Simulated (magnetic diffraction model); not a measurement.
# HoAlIn₄Rh: what an assumed order does to the neutron pattern

Space group P4/mmm (no. 123), a = 4.6030 Å, c = 7.0860 Å.

| site | atom | x | y | z |
| --- | --- | --- | --- | --- |
| 1a | Ho | 0 | 0 | 0 |
| 4i | In | 0 | 1/2 | 0.6920 |
| 1b | Rh | 0 | 0 | 1/2 |
| 1c | Al | 1/2 | 1/2 | 0 |

This is a made-up structure (elements placed in a structure type, unrelaxed), so the numbers test the method and describe no known phase.

Only Ho is taken to order (form factors of Ho3+); orders and moment sizes are assumed, and not adapted to the symmetry. Radiation: neutrons of λ = 1.594 Å, 3° to 60°; isotropic B of 0.41 Å² (Ho), 0.56 Å² (In), 0.6 Å² (Rh) and 0.65 Å² (Al). Simulated constant-wavelength pattern: nuclear and magnetic terms add, the magnetic one as |2.695 fm × Σ f S⊥ exp(2πi Q·r) exp(−B s²)|², summed over all Q at one angle with the factor 1/(sin²θ cos θ). For collinear order S is the moment m, which repeats by lattice and centring translations R with the sign exp(−2πi k·R). Free-ion form factors, Sears's scattering lengths of 1992, no absorption; a label names one of the reflections at its angle. The strongest nuclear line in the range is 100, and lines under 0.2 are left out.

Assume the order k = (0 0 0), collinear moments along [100], 9.1 μB on Ho.

Predict the pattern, nuclear and magnetic parts apart.

| 2θ (°) | index | nuclear | magnetic |
| --- | --- | --- | --- |
| 12.92 | (0 0 1) | 0.0 | 143.8 |
| 19.94 | (1 0 0) | 23.0 | 57.6 |
| 23.83 | (1 0 1) | 0.5 | 101.2 |
| 26.00 | (0 0 2) | 1.7 | 32.1 |
| 28.35 | (1 1 0) | 0.1 | 26.4 |
| 31.27 | (1 1 1) | 22.7 | 49.4 |
| 32.98 | (1 0 2) | 17.3 | 60.3 |
| 38.84 | (1 1 2) | 100.0 | 36.2 |
| 39.44 | (0 0 3) | 11.2 | 12.0 |
| 40.52 | (2 0 0) | 60.0 | 11.2 |
| 42.70 | (2 0 1) | 0.0 | 21.4 |
| 44.58 | (1 0 3) | 0.1 | 31.4 |
| 45.56 | (2 1 0) | 9.4 | 16.5 |
| 47.55 | (2 1 1) | 0.2 | 31.8 |
| 48.78 | (2 0 2) | 2.1 | 17.9 |
| 49.28 | (1 1 3) | 5.7 | 22.2 |
| 53.20 | (2 1 2) | 14.3 | 27.3 |
| 53.48 | (0 0 4) | 5.9 | 5.4 |
| 57.64 | (1 0 4) | 6.2 | 16.3 |
| 57.83 | (2 0 3) | 22.5 | 12.8 |
| 58.65 | (2 2 0) | 30.7 | 4.2 |

The strongest magnetic line in the range is (0 0 1) at 12.92° (143.8). On top of the Lorentz factor, which all lines share, magnetic lines fade with angle because f falls: for Ho3+ it is 0.96, 0.85, 0.71 and 0.44 at sin θ/λ = 0.1, 0.2, 0.3 and 0.5 Å⁻¹, while nuclear lengths stay constant. The net moment is 9.10 μB a primitive cell.
